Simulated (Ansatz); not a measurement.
# Calculated records

### A low-energy model for KNiF3 (Pm-3m): bands, U and J

Symmetry: Pm-3m, No. 221, cubic system. The conventional cell has a = 4.000 Å, b = 4.000 Å, c = 4.000 Å, α = 90.00°, β = 90.00°, γ = 90.00°. Nearest to K lie 12 F at 2.83 Å. Nearest to Ni lie 6 F at 2.00 Å. Nearest to F lie 2 Ni at 2.00 Å and 4 K at 2.83 Å. Farther neighbours and most contacts between anions are not listed.

```xyz
5
Lattice="0.0000 0.0000 -4.0000 0.0000 -4.0000 0.0000 -4.0000 0.0000 0.0000" Properties=species:S:1:pos:R:3 pbc="T T T"
K     0.0000    0.0000    0.0000
Ni   -2.0000   -2.0000   -2.0000
F     0.0000   -2.0000   -2.0000
F    -2.0000   -2.0000    0.0000
F    -2.0000    0.0000   -2.0000
```

* method: DFT, LDA, plane waves, PAW (and 1 further level or step)
* program: Ansatz 0.2.0
* settings of one run: cutoff 420 eV, 6×6×6 k-mesh, smearing width 0.08 eV, default PAW, coordination {"Ni": "octahedral"}, magnetic state non-magnetic by constraint
* cost: 3 runs, 3.3 min in all on 4 threads of Arm Neoverse V2, shared host (the runs of this entry)
* notes: The database entry behind the starting cell differs from later determinations by our own check (about 0.35 % short). This run has no spin polarisation, although Ni can carry a moment. The cell and positions come from the Crystallography Open Database and are kept as given unless a step says otherwise. The bands cross the Fermi level under this constraint, which need not be the crystal’s state: magnetic order, correlation or a lattice distortion may open a gap.
* Ni d: U 8.12 eV, U′ 6.83 eV, J 0.65 eV, bare V 23.3 eV
* Ni d + anion p: U 11.38 eV, U′ 9.82 eV, J 0.79 eV, bare V 26.7 eV
* method: constrained RPA on non-magnetic LDA, 4×4×4 mesh, static; search for lower states off

For Ni d, screening cuts the on-site interaction from 23.27 eV to 8.12 eV (35 %), while J goes only from 0.78 eV to 0.65 eV: the monopole is screened far more than the multipoles. U − 2J differs from U′ by +0.001 eV, so the Kanamori relation holds well.

[Paths, hosts, dates, memory and timing lines, banners, echoed tables and standing remarks are left out of the program output.]

[Logs are printed without paths, hosts, clocks, repeated set-up lines and the standing remarks that a program may print on its own settings, such as how far it seeks lower states.]

[Runs of the session that timed out or met a known fault of the program may be left out.]

[Hosts, paths, dates, database ids (printed as entryN), source tags and the programs' standing remarks are cut or masked in the printed files.]
